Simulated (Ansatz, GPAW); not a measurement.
# A 6-layer slab of Cd(0001) in an electric field, part 2 of 2

Wanted: the out-of-plane polarisability of a 6-layer slab of Cd(0001).

GPAW 26.7.0 and Ansatz 0.2.0; Ansatz plane waves; slab in vacuum with a dipole correction, relaxation (the session's first sound run).

So far. Step 8 (Field on): The dipole is now 0.0758 e Å, against -0.0011 in the run without a field.

## (9) In a field

run.py

```python
import json
import numpy as np
from ase import Atoms
from gpaw import GPAW, PW
from gpaw.external import ConstantElectricField

slab = Atoms(
    ['Cd', 'Cd', 'Cd', 'Cd', 'Cd', 'Cd'],
    positions=[
        [2.98000, 1.72050, 9.00000],
        [0.00000, 0.00000, 11.81014],
        [2.98000, 1.72050, 14.62028],
        [0.00000, 0.00000, 17.58126],
        [2.98000, 1.72050, 20.55027],
        [0.00000, 0.00000, 23.47290]],
    cell=[[2.98, 0.0, 0.0], [1.49, 2.58076, 0.0], [0.0, 0.0, 32.0507]],
    pbc=[True, True, False])

slab.calc = GPAW(mode=PW(400), xc='PBE', kpts={'size': (12, 12, 1), 'gamma': True},
                 occupations={'name': 'fermi-dirac', 'width': 0.1}, nbands='160%',
                 convergence={'density': 1e-05}, maxiter=200,
                 poissonsolver={'dipolelayer': 'xy'},
                 external=ConstantElectricField(0.2, [0, 0, 1]),
                 symmetry={'tolerance': 1e-3}, txt='slab.txt')
result = {}
energy = slab.get_potential_energy()
fermi = slab.calc.get_fermi_level()
v = slab.calc.get_electrostatic_potential().mean((0, 1)) - fermi
n = slab.calc.get_pseudo_density().mean((0, 1))
L = slab.cell[2, 2]
z = np.arange(len(v)) * L / len(v)
low, high = slab.positions[:, 2].min(), slab.positions[:, 2].max()
below, above = np.interp([low - 6.8, high + 6.8], z, v)
slopes = [np.interp(x, z, np.gradient(v, z)) for x in (low - 6.8, high + 6.8)]
eps = np.array([[slab.calc.get_eigenvalues(k, s) for k in range(len(slab.calc.get_ibz_k_points()))]
                for s in range(slab.calc.get_number_of_spins())]) - fermi
top, bottom = eps[eps < 0].max(), eps[eps > 0].min()
dipole = slab.get_dipole_moment()[2]
print(f'energy {energy:.4f} eV, Fermi level {fermi:.4f} eV, dipole {dipole:.5f} e A')
print(f'potential 6.8 A off the faces, from the Fermi level: lower {below:.4f} eV, upper {above:.4f} eV')
print(f'slope of the potential there: lower {slopes[0]:.5f}, upper {slopes[1]:.5f} eV/A')
print(f'nearest levels on the mesh: {top:.4f} and {bottom:.4f} eV')
print('magnetic moment', round(slab.get_magnetic_moment(), 3))
result.update(energy=energy, fermi=fermi, dipole=dipole, below=below, above=above, slopes=slopes, edges=[top, bottom],
              z=z.tolist(), v=v.tolist(), n=n.tolist(), positions=slab.positions.tolist(),
              forces=slab.get_forces(apply_constraint=False).tolist(), moments=slab.get_magnetic_moments().tolist())
json.dump(result, open('result.json', 'w'))
```

Started as:

```console
$ OMP_NUM_THREADS=1 OPENBLAS_NUM_THREADS=1 python run.py
```

Run time: 5 min. Hardware: 1 thread of Intel Xeon Platinum 8375C at 2.90GHz (Ice Lake), shared host; peak memory 0.62 GiB.

The dipole is now 0.152 e Å, against -0.0011 in the run without a field.

## (10) Field on

Changes to run.py since step 9:

```diff
@@ -22,3 +22,3 @@
                  poissonsolver={'dipolelayer': 'xy'},
-                 external=ConstantElectricField(0.2, [0, 0, 1]),
+                 external=ConstantElectricField(0.3, [0, 0, 1]),
                  symmetry={'tolerance': 1e-3}, txt='slab.txt')
```

Run time: 5.5 min. Hardware: 1 thread; peak memory 0.6 GiB.

The electrostatic potential energy of an electron (without an applied field's), less the Fermi level, planar mean oscillates, so the rows of the table below give means over windows of 2.88 Å about each position, cut where the curve ends. Its maxima inside the range that stand out by 2 % of the span (Å: eV): 0.5: 6.46, 10.4: 2.82, 13.2: 1.93, 16.1: 1.62, 19.0: 0.774, 22.0: -0.204. Its minima: 9.0: -20.2, 11.9: -21.2, 14.6: -22.1, 17.6: -22.8, 20.5: -23.7, 23.5: -24.4.

The electrostatic potential energy of an electron (without an applied field's), less the Fermi level, planar mean by z; means over each step:

```
z (Å)  electrostatic potential energy of an electron (without an applied field's), less the Fermi level, planar mean (eV)
 1.44                                                                                                                6.29
 4.32                                                                                                                6.46
 7.20                                                                                                                3.56
10.08                                                                                                               -6.16
12.96                                                                                                               -7.16
15.84                                                                                                               -6.83
18.72                                                                                                               -7.68
21.60                                                                                                               -8.82
24.48                                                                                                               -7.62
27.36                                                                                                                1.10
30.24                                                                                                                1.12
```

The dipole is now 0.228 e Å, against -0.0011 in the run without a field.

## (11) The series

The members are put on one axis.

This step: induced dipole against applied field (GPAW 26.7.0).

Dipole along the normal against field:

```csv
field (V/Å),dipole along the normal (e·Å)
-0.200,-0.152
-0.100,-0.0759
-0.050,-0.0380
0.000,-0.00112
0.050,0.0378
0.100,0.0758
0.200,0.152
0.300,0.228
```

## (12) What came out

- work function, both faces: 3.84 eV
- dipole along the normal: -0.0011 e Å, near the numerical noise
- induced dipole per field: 0.759 e Å per V/Å
- out-of-plane polarisability per area, α/(ε0 A): 17.9 Å

The field induces 0.759 e Å per V/Å, a polarisable thickness α/(ε0 A) of 17.9 Å beside 14.5 Å between the outermost nuclei. A perfect conductor would give the distance between its two image planes; a dielectric of thickness t gives t(1 - 1/ε). The measured value for polycrystalline Cd, which weights the faces of low work function, is 4.08 eV (as compiled in "Anisotropic work function of elemental crystals", 2019, arxiv:1902.07811); the relaxed upper face lies 0.24 eV under it with PBE. Measured work functions scatter by a tenth of an eV or more between methods. The induced dipole is linear in the field over this range. The small printed dipole stands for a step of 26 meV from the lower to the upper face, and the probes find 2.7 meV; values this small are near the numerical noise of both. The in-plane lattice was kept as typed, which isn't the functional's own and leaves some strain; spin-orbit coupling and temperature are left out.

[Logs are printed without paths, hosts, clocks, repeated set-up lines and the standing remarks that a program may print on its own settings, such as how far it seeks lower states.]

[Hosts, paths, dates, database ids (printed as entryN), source tags and the programs' standing remarks are cut or masked in the printed files.]
